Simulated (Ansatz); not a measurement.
## W2COS MXene monolayer in a perpendicular field

Aim: how the W2COS MXene monolayer screens a field along its normal, and what the field does to its bands. A positive field points along +c.

Program: Ansatz 0.2.0. Level of theory: plane-wave DFT, PBE-D3(BJ), Ansatz PAW. Results are calculated unless marked as measured.

## 1. The starting structure

The cell holds 5 atoms: 1 S, 2 W, 1 C and 1 O. Its edges and angles: a = 3.125 Å, b = 3.125 Å, c = 41.617 Å, α = 90.0°, β = 90.0°, γ = 120.0°. Vacuum lies along c.

## 2. Relaxing the slab

The starting cell is a guess, so the in-plane lattice and the atoms are relaxed first, with the slab cut off from its images along the normal.

input.yaml

```yaml
crystal:
  lattice:
    - [3.125408, 0.0, 0.0]
    - [-1.562704, 2.7066827252, 0.0]
    - [0.0, 0.0, 41.6172382408]
  atoms:
    - { symbol: S, position: [0.3333333333, 0.6666666667, 0.4361173583] }
    - { symbol: W, position: [0.6666666667, 0.3333333333, 0.477971162] }
    - { symbol: C, position: [0.0, 0.0, 0.5076031794] }
    - { symbol: W, position: [0.3333333333, 0.6666666667, 0.5372351969] }
    - { symbol: O, position: [0.6666666667, 0.3333333333, 0.5638826417] }
  periodic: [true, true, false]
kpoints:
  mp_grid: { grid: [12, 12, 1] }
hamiltonian:
  xc: pbe
  dispersion: d3bj
scf:
  occupations: { method: fermi_dirac, width: 0.05 }
  convergence: { dr2_threshold: 1.0e-09 }
relax:
  f_tol: 0.004
  max_steps: 90
  cell: {}
output:
  write_potential: true
  write_density: true
  volumetric_format: npy
```

Launch:

```
$ ansatz run input.yaml --threads 2 --pin off --max-ram 3072MiB --backend cpu --events-out ev --progress --plain --runs-dir out
```

Numbers of over 12 decimals in the logs are rounded to 6 here.

Output:

```text
Warning: relax.cell: scf.convergence.dr2_threshold = 1e-9 eV is looser than the 2.13112571672e-10 eV advised for a relaxation that steers and ends on the stress (1e-10 eV for each atom of the cell: 5, times the square of relax.cell.stress_2d_tol = 0.05 N/m over 15.3 Å (the atoms' height at the walk's start and 5 Å past either face), 3.264e-2 GPa, over a crystal's default 0.05). What an SCF threshold leaves in a stress goes as its square root, and in the free energy as the threshold itself, and one threshold admits the most on a small cell: [figures from the program's tests cut] Set scf.convergence.dr2_threshold to 2.13112571672e-10 eV or tighter. [rest of the remark cut]
Engine: ansatz 0.2.0, x86_64-unknown-linux-gnu
Pseudopotentials: kind: paw
Pseudopotential: S, paw, valence charge 6, recommended cutoff 420 eV (normal), S.paw.azcp
Pseudopotential: W, paw, valence charge 14, recommended cutoff 420 eV (normal), W.paw.azcp
Pseudopotential: C, paw, valence charge 4, recommended cutoff 420 eV (normal), C.paw.azcp
Pseudopotential: O, paw, valence charge 6, recommended cutoff 420 eV (normal), O.paw.azcp
Functional definition: PBE
  parameter kappa = 0.804
  parameter beta = 0.066725
  exchange = pbe_x(kappa = kappa, mu = beta*pi^2/3)
  correlation = pbe_c(beta = beta)
Crystal: 5 atoms, lattice volume = 352.061 Å³
Basis set: ecut = 420 eV, 6823 PW (Γ), exchange–correlation on 48×48×576 points (8 copies of the dense FFT grid, shifted against one another)
Bands: 27, of which v1, the nominal top of the filled ones, is band 22 counted from 1 (21 counted from 0)
Symmetry: 6 space group operations
Space group: P3m1 (ITA 156), of the structure as read, at distance tolerance 7.1e-5 Å
k-points: 19 of 144 (time reversal used)
Non-local potential: S, projectors of the file, l = 0: 2, l = 1: 2, l = 2: 2
Non-local potential: W, projectors of the file, l = 0: 3, l = 1: 2, l = 2: 2, l = 3: 1
Non-local potential: C, projectors of the file, l = 0: 2, l = 1: 2, l = 2: 1
Non-local potential: O, projectors of the file, l = 0: 2, l = 1: 2, l = 2: 1
PAW form: soft (Blöchl's): semilocal exchange-correlation on the pseudo side does not see the compensation charge
PAW one-centre angular grid: S, 110 points (default); XC on 64 Gauss nodes
PAW one-centre angular grid: W, 590 points (default); XC on 64 Gauss nodes
PAW one-centre angular grid: C, 110 points (default); XC on 64 Gauss nodes
PAW one-centre angular grid: O, 110 points (default); XC on 64 Gauss nodes
Initial density: superposition of atomic densities (neutral atoms: chi_scale 0, normalization atom), corrected by the library's trained network
Initial wavefunctions: pseudopotential atomic-orbital guess
Functional: x = pbe(κ = 0.804, μ = 0.219515), c = pbe(β = 0.066725)
SCF iter   1: F=—  HF=-22491.424645 eV  |F-HF|=—  |Δ(HF+E_count)|=         —  Δρ=3.56e-3  dr2=4.72e-2  ethr=1.77e-3  ⟨swp⟩=15.4  Hψ=4280  notcnv=0
preconditioner: auto → LDOS  [metal: Δε(μ)=0.111 eV  Ē_g=8.338 eV  σ=0.050 eV  W_gap=0.43  n_scr=24 (ndim 8)  ℏωp=10.5 eV  f_vac=0.791  D(μ)=2.63/eV (n_scr^D=14)  β→1.0]
SCF iter   2: F=—  HF=-22491.426506 eV  |F-HF|=—  |Δ(HF+E_count)|=   1.86e-3  Δρ=2.45e-3  dr2=2.52e-2  ethr=1.07e-4  ⟨swp⟩=3.2  Hψ=1451  notcnv=0
SCF iter   3: F=—  HF=-22491.423397 eV  |F-HF|=—  |Δ(HF+E_count)|=   3.11e-3  Δρ=5.24e-4  dr2=9.66e-4  ethr=5.72e-5  ⟨swp⟩=2.5  Hψ=992  notcnv=0
SCF iter   4: F=—  HF=-22491.423302 eV  |F-HF|=—  |Δ(HF+E_count)|=   9.55e-5  Δρ=1.08e-4  dr2=1.11e-4  ethr=2.20e-6  ⟨swp⟩=3.7  Hψ=1236  notcnv=0
SCF iter   5: F=—  HF=-22491.423322 eV  |F-HF|=—  |Δ(HF+E_count)|=   2.08e-5  Δρ=3.03e-5  dr2=3.27e-6  ethr=2.51e-7  ⟨swp⟩=2.9  Hψ=1085  notcnv=0
SCF iter   6: F=—  HF=-22491.423322 eV  |F-HF|=—  |Δ(HF+E_count)|=   6.56e-7  Δρ=1.16e-5  dr2=1.46e-6  ethr=7.43e-9  ⟨swp⟩=4.0  Hψ=1409  notcnv=0
SCF iter   7: F=—  HF=-22491.423322 eV  |F-HF|=—  |Δ(HF+E_count)|=   2.28e-7  Δρ=3.13e-6  dr2=2.36e-8  ethr=3.32e-9  ⟨swp⟩=2.7  Hψ=899  notcnv=0
SCF iter   8: F=—  HF=-22491.423322 eV  |F-HF|=—  |Δ(HF+E_count)|=   1.49e-7  Δρ=1.20e-6  dr2=2.03e-8  ethr=5.37e-11  ⟨swp⟩=4.3  Hψ=1465  notcnv=0
SCF iter   9: F=-22491.423322 eV  HF=-22491.423322 eV  |F-HF|=6.61e-9  |Δ(HF+E_count)|=   1.84e-8  Δρ=2.87e-7  dr2=2.85e-10  ethr=2.27e-12  ⟨swp⟩=13.4  Hψ=5579  notcnv=0
SCF 1 converged in 9 iterations: F = -22491.423322 eV  dr2 = 2.85e-10
  greatest PAW one-centre occupation: 1.000 electrons in one spin orbital (limit 2), on the W atom at site 3 (counted from 0), in its partial waves of l = 0
relax step   1: F+E_penalty+E_count = -22491.42332222 eV  Δ(F+E_penalty+E_count) = +0.000e0 eV  max|allowed force component| = 1.966e0 eV/Å  Δτ_max = 0.0000 Å  P = -7.289 N/m  Ω = 352.061 Å³  fix = [c, alpha, beta]  reactions: c -0.000 N/m  (9 SCF iters, accepted)
Crystal: 5 atoms, lattice volume = 350.454 Å³
Basis set: ecut = 420 eV, 6787 PW (Γ), exchange–correlation on 48×48×576 points (8 copies of the dense FFT grid, shifted against one another)
Initial density: handed on by an earlier stage of this run
Initial wavefunctions: those handed on with the density
iter 1 solved again at ethr=1.20e-3 eV; its pass at ethr=3.10e-3 eV (dr2=5.30e-1 eV) is discarded
SCF iter   1: F=—  HF=-22491.856270 eV  |F-HF|=—  |Δ(HF+E_count)|=         —  Δρ=9.74e-3  dr2=5.39e-1  ethr=1.20e-3  ⟨swp⟩=1.3  Hψ=5039  notcnv=0
preconditioner: auto → LDOS  [insulator: Δε(μ)=0.267 eV  Ē_g=8.799 eV  σ=0.050 eV  W_gap=0.56  n_scr=24 (ndim 8)  ℏωp=10.5 eV  f_vac=0.802  D(μ)=1.21/eV (n_scr^D=10)  ε∞_Penn≈2.4  β→1.0]
SCF iter   2: F=—  HF=-22491.851589 eV  |F-HF|=—  |Δ(HF+E_count)|=   4.68e-3  Δρ=6.10e-3  dr2=5.43e-1  ethr=1.20e-3  ⟨swp⟩=4.4  Hψ=1246  notcnv=0
SCF iter   3: F=—  HF=-22491.792808 eV  |F-HF|=—  |Δ(HF+E_count)|=   5.88e-2  Δρ=8.30e-4  dr2=4.24e-3  ethr=1.20e-3  ⟨swp⟩=3.8  Hψ=1012  notcnv=0
SCF iter   4: F=—  HF=-22491.795043 eV  |F-HF|=—  |Δ(HF+E_count)|=   2.23e-3  Δρ=5.67e-4  dr2=1.40e-3  ethr=9.64e-6  ⟨swp⟩=4.3  Hψ=1462  notcnv=0
SCF iter   5: F=—  HF=-22491.794740 eV  |F-HF|=—  |Δ(HF+E_count)|=   3.04e-4  Δρ=1.44e-4  dr2=5.52e-5  ethr=3.18e-6  ⟨swp⟩=3.1  Hψ=998  notcnv=0
SCF iter   6: F=—  HF=-22491.794824 eV  |F-HF|=—  |Δ(HF+E_count)|=   8.47e-5  Δρ=3.44e-5  dr2=3.78e-6  ethr=1.26e-7  ⟨swp⟩=3.3  Hψ=1240  notcnv=0
SCF iter   7: F=—  HF=-22491.794820 eV  |F-HF|=—  |Δ(HF+E_count)|=   4.01e-6  Δρ=6.28e-6  dr2=1.18e-7  ethr=8.59e-9  ⟨swp⟩=3.4  Hψ=1177  notcnv=0
SCF iter   8: F=—  HF=-22491.794821 eV  |F-HF|=—  |Δ(HF+E_count)|=   2.13e-7  Δρ=2.53e-6  dr2=1.37e-8  ethr=2.67e-10  ⟨swp⟩=3.9  Hψ=1302  notcnv=0
[...]
SCF 3 converged in 9 iterations: F = -22491.819039 eV  dr2 = 1.83e-10
relax step   3: F+E_penalty+E_count = -22491.81903928 eV  Δ(F+E_penalty+E_count) = -2.422e-2 eV  max|allowed force component| = 4.297e-1 eV/Å  Δτ_max = 0.0448 Å  P = +0.489 N/m  Ω = 361.377 Å³  energy of the carried Pulay correction = -3.365e-3 eV  fix = [c, alpha, beta]  reactions: c +0.000 N/m  (9 SCF iters, accepted)
[...]
relax step   4: F+E_penalty+E_count = -22491.82333992 eV  Δ(F+E_penalty+E_count) = -4.301e-3 eV  max|allowed force component| = 3.758e-1 eV/Å  Δτ_max = 0.0427 Å  P = -1.265 N/m  Ω = 360.279 Å³  energy of the carried Pulay correction = -2.973e-3 eV  fix = [c, alpha, beta]  reactions: c -0.000 N/m  (8 SCF iters, accepted)
[...]
relax step   5: F+E_penalty+E_count = -22491.82869696 eV  Δ(F+E_penalty+E_count) = -5.357e-3 eV  max|allowed force component| = 1.325e-1 eV/Å  Δτ_max = 0.0163 Å  P = +0.047 N/m  Ω = 359.421 Å³  energy of the carried Pulay correction = -2.666e-3 eV  fix = [c, alpha, beta]  reactions: c +0.000 N/m  (8 SCF iters, accepted)
[...]
relax step   6: F+E_penalty+E_count = -22491.82901895 eV  Δ(F+E_penalty+E_count) = -3.220e-4 eV  max|allowed force component| = 1.577e-2 eV/Å  Δτ_max = 0.0046 Å  P = -0.001 N/m  Ω = 359.657 Å³  energy of the carried Pulay correction = -2.751e-3 eV  fix = [c, alpha, beta]  reactions: c -0.000 N/m  (7 SCF iters, accepted)
[...]
relax step   7: F+E_penalty+E_count = -22491.82903279 eV  Δ(F+E_penalty+E_count) = -1.384e-5 eV  max|allowed force component| = 2.769e-3 eV/Å  Δτ_max = 0.0005 Å  P = +0.002 N/m  Ω = 359.640 Å³  energy of the carried Pulay correction = -2.744e-3 eV  fix = [c, alpha, beta]  reactions: c +0.000 N/m  (5 SCF iters, accepted)
[...]
relax step   8: F+E_penalty+E_count = -22491.83214147 eV  Δ(F+E_penalty+E_count) = -3.109e-3 eV  max|allowed force component| = 2.677e-3 eV/Å  Δτ_max = 0.0000 Å  P = +0.067 N/m  Ω = 359.640 Å³  fix = [c, alpha, beta]  reactions: c +0.000 N/m  stress off target by 6.75e-2 N/m on what of the cell is left free  SCF on the basis re-selected at this cell (its energy is not comparable with the rows above)  (5 SCF iters)
[...]
relax step   9: F+E_penalty+E_count = -22491.83209337 eV  Δ(F+E_penalty+E_count) = +4.811e-5 eV  max|allowed force component| = 1.493e-3 eV/Å  Δτ_max = 0.0007 Å  P = +0.003 N/m  Ω = 359.796 Å³  energy of the carried Pulay correction = -5.690e-5 eV  fix = [c, alpha, beta]  reactions: c +0.000 N/m  (5 SCF iters, accepted)
iter 1 solved again at ethr=2.22e-7 eV; its pass at ethr=3.10e-3 eV (dr2=9.76e-5 eV) is discarded
SCF iter   1: F=—  HF=-22491.831925 eV  |F-HF|=—  |Δ(HF+E_count)|=         —  Δρ=1.06e-5  dr2=1.04e-8  ethr=2.22e-7  ⟨swp⟩=7.5  Hψ=7255  notcnv=0
eigensolver tolerance schedule: the retry pair's looser diagonalisation over-reported the residual by 9370.52 of it (diagonalisation noise at 2.04 of the residual, at the tolerance the schedule requests for it); recorded, not acted on — ethr = c·dr2/N_el stays at c = 1.0e-1
preconditioner: auto → LDOS  [metal: Δε(μ)=0.077 eV  Ē_g=8.601 eV  σ=0.050 eV  W_gap=0.33  n_scr=24 (ndim 8)  ℏωp=10.4 eV  f_vac=0.801  D(μ)=1.21/eV (n_scr^D=10)  β→1.0]
SCF iter   2: F=—  HF=-22491.832145 eV  |F-HF|=—  |Δ(HF+E_count)|=   2.20e-4  Δρ=1.03e-6  dr2=4.47e-9  ethr=2.37e-11  ⟨swp⟩=8.1  Hψ=2622  notcnv=0
SCF iter   3: F=—  HF=-22491.832144 eV  |F-HF|=—  |Δ(HF+E_count)|=   5.58e-7  Δρ=5.29e-7  dr2=1.44e-9  ethr=1.02e-11  ⟨swp⟩=3.8  Hψ=1180  notcnv=0
SCF iter   4: F=-22491.832145 eV  HF=-22491.832145 eV  |F-HF|=2.71e-8  |Δ(HF+E_count)|=   5.37e-7  Δρ=1.10e-7  dr2=5.93e-11  ethr=2.27e-12  ⟨swp⟩=19.7  Hψ=5445  notcnv=0
SCF 10 converged in 4 iterations: F = -22491.832145 eV  dr2 = 5.93e-11
relax step  10: F+E_penalty+E_count = -22491.83214498 eV  Δ(F+E_penalty+E_count) = -5.161e-5 eV  max|allowed force component| = 1.490e-3 eV/Å  Δτ_max = 0.0000 Å  P = +0.003 N/m  Ω = 359.796 Å³  fix = [c, alpha, beta]  reactions: c +0.000 N/m  stress off target by 3.15e-3 N/m on what of the cell is left free  SCF on the basis re-selected at this cell (its energy is not comparable with the rows above)  (4 SCF iters)
basis re-selected at this cell: Δ(F+E_penalty+E_count) = -5.161e-5 eV, ΔP = +0.000 N/m vs the last step (what re-selecting the basis moved, of the pressure what is left beyond the Pulay correction that the steps carried, after the strain that the cell walked since its last selection, with what the two solves' SCF thresholds leave and, on support functions, any second-order correction that the steps lacked; it is no m [...]
WARN: The output density's exchange-correlation potential varies sharply where the density is thin. Do not read a vacuum level from v_tot or v_xc, or from such a field of the output density. On a cell that repeats whose density bears no net charge and no dipole along the vacuum's axis use v_es (v_loc + v_h of the components); under efield.dipole_correction with no amplitude use v_es + v_field, which holds any externa [...]
SCF converged after 4 iterations
Free energy (F): -22491.832145 eV
Harris-Foulkes:  -22491.832145 eV  (|F-HF|=2.71e-8)
Internal energy: -22491.821569 eV  (E = F + TS)
E sigma→0 (E₀):  -22491.826857 eV
Entropy (-TS):   -0.010576 eV (-2.115 meV/atom)
Fermi energy:    -5.306212 eV
--- Per-component energies (eV) ---
  E_band       = -1209.758586
  E_kinetic    = 1275.760210
  E_local      = -174630.635662  (includes V_loc(G=0)·N_el)
  E_nonlocal   = 102.984268
  E_hartree    = 86529.616617
  E_xc         = -754.277140
  E_vxc        = -720.630059  (∫ρ·V_xc dr)
  E_paw        = -17981.753873  (= ΣΔE_a)
  E_vpaw       = -296.472317  (= ΣTr[D̂ρ^β])
  E_aug_tail   = 0.002304  (compensation charges beyond the density's cutoff)
  E_ewald      = 82967.945429
  E_disp       = -1.463722  (pairwise vdW)
  E_smearing   = -0.010576  (= −TS)
  E_closure    = -0.000000  (closes the sum)
  Σ components = -22491.832145   (vs F -22491.832145, Δ=0.00e0)
--- Forces (eV/Å), atoms counted from 1 ---
  atom   1  S      0.00000000     0.00000000    -0.00148977
  atom   2  W      0.00000000    -0.00000000     0.00124859
  atom   3  C      0.00000000     0.00000000     0.00139027
  atom   4  W      0.00000000     0.00000000    -0.00032071
  atom   5  O      0.00000000    -0.00000000    -0.00082534
  max |Σ_I F_I| component: 3.05e-6 eV/Å
--- 2D stress c σ (N/m, compression-positive) ---
        0.003154       0.000000      -0.000000
        0.000000       0.003154       0.000000
       -0.000000       0.000000       0.000000
  P = ½ c Tr σ = 0.0032 N/m
--- Band table (eV; the first three rows and the last of 19) ---
  k-point 0: bands = [... 18 lower, -7.9592, -7.9592, -6.6026, -6.6026, -6.4360, -4.7130, -4.7130, -4.2141, ... 1 higher]
  k-point 1: bands = [... 18 lower, -8.1227, -8.0906, -7.1105, -6.4191, -5.9804, -4.6496, -4.5781, -3.9162, ... 1 higher]
  k-point 2: bands = [... 18 lower, -8.2367, -8.0547, -7.6824, -6.2065, -5.5643, -4.6108, -4.1129, -3.6449, ... 1 higher]
  k-point 18: bands = [... 18 lower, -9.8947, -9.7389, -6.2297, -6.0004, -5.6658, -3.9307, -3.3818, -3.1114, ... 1 higher]
  the weakly bound empty levels are not read free of the cell's end (no_gap_told)
--- Relaxed structure (8 steps of the walk, 8 accepted, 2 SCFs on fresh bases) ---
  F+E_penalty+E_count = -22491.83214498 eV   max|allowed force component| = 1.490e-3 eV/Å   (the final SCF, on the basis selected at the relaxed cell)
  cell:  # Å, volume = 359.7959 Å³
    - [3.159557, 0, 0]
    - [-1.579778, 2.736256, 0]
    - [0, 0, 41.6172382408]
  atoms:
    - { symbol: S, position: [0.333333, 0.666667, 0.441038] }
    - { symbol: W, position: [0.666667, 0.333333, 0.480739] }
    - { symbol: C, position: [0, 0, 0.507602] }
    - { symbol: W, position: [0.333333, 0.666667, 0.533346] }
    - { symbol: O, position: [0.666667, 0.333333, 0.560084] }
```

Wall time 2.1 min (2 threads of Intel Xeon Platinum 8375C at 2.90GHz (Ice Lake), shared host); peak memory 0.7 GiB; 4.1 min of CPU time.

Relaxation path:

```csv
step,energy less that of the first step (eV),largest force component (eV/Å),volume (Å³)
1,0.0000,1.9657,352.06
2,-0.3715,0.4709,350.45
3,-0.3957,0.4297,361.38
4,-0.4000,0.3758,360.28
5,-0.4054,0.1325,359.42
6,-0.4057,0.0158,359.66
7,-0.4057,0.0028,359.64
8*,-0.4088,0.0027,359.64
9,-0.4088,0.0015,359.80
10*,-0.4088,0.0015,359.80
```

Relaxation steps marked * repeat the geometry before them on a plane-wave basis chosen anew for their cell, so energy and pressure can jump there.

Forces are held to the 6 operations that the run works with; a distortion that breaks them can't arise in this run.

```csv
cell as run,before,after,change
a (Å),3.125,3.160,+1.1 %
b (Å),3.125,3.160,+1.1 %
```

The atoms that moved most (Å, along periodic axes as changes of fractional coordinates times the final cell, across vacuum about the mean position):

```
atom     dx     dy      dz  length
  S1  0.000  0.000   0.205   0.205
  W4  0.000  0.000  -0.162   0.162
  O5  0.000  0.000  -0.158   0.158
  W2  0.000  0.000   0.115   0.115
```

Final coordinates:

```cif
data_structure
_symmetry_space_group_name_H-M 'P 1'
_symmetry_Int_Tables_number 1
_cell_length_a 3.1596
_cell_length_b 3.1596
_cell_length_c 41.6172
_cell_angle_alpha 90.000
_cell_angle_beta 90.000
_cell_angle_gamma 120.000
_cell_volume 359.80
loop_
_atom_site_label
_atom_site_type_symbol
_atom_site_fract_x
_atom_site_fract_y
_atom_site_fract_z
_atom_site_occupancy
S1 S 0.33333 0.66667 0.44104 1
W2 W 0.66667 0.33333 0.48074 1
C3 C 0.00000 0.00000 0.50760 1
W4 W 0.33333 0.66667 0.53335 1
O5 O 0.66667 0.33333 0.56008 1
```

This step gave:

```
energy at zero smearing : -22491.8269 eV
```

The lattice constant a goes from 3.125 to 3.160 Å.

[end of part 1 of 2]

[Logs are printed without paths, hosts, clocks, repeated set-up lines and the standing remarks that a program may print on its own settings, such as how far it seeks lower states.]

[Hosts, paths, dates, database ids (printed as entryN), source tags and the programs' standing remarks are cut or masked in the printed files.]

[Maps of the electrostatic potential energy from Ansatz leave out the sawtooth potential of an applied field or a dipole correction, so their vacuum need not be flat; planar profiles and work functions include it.]
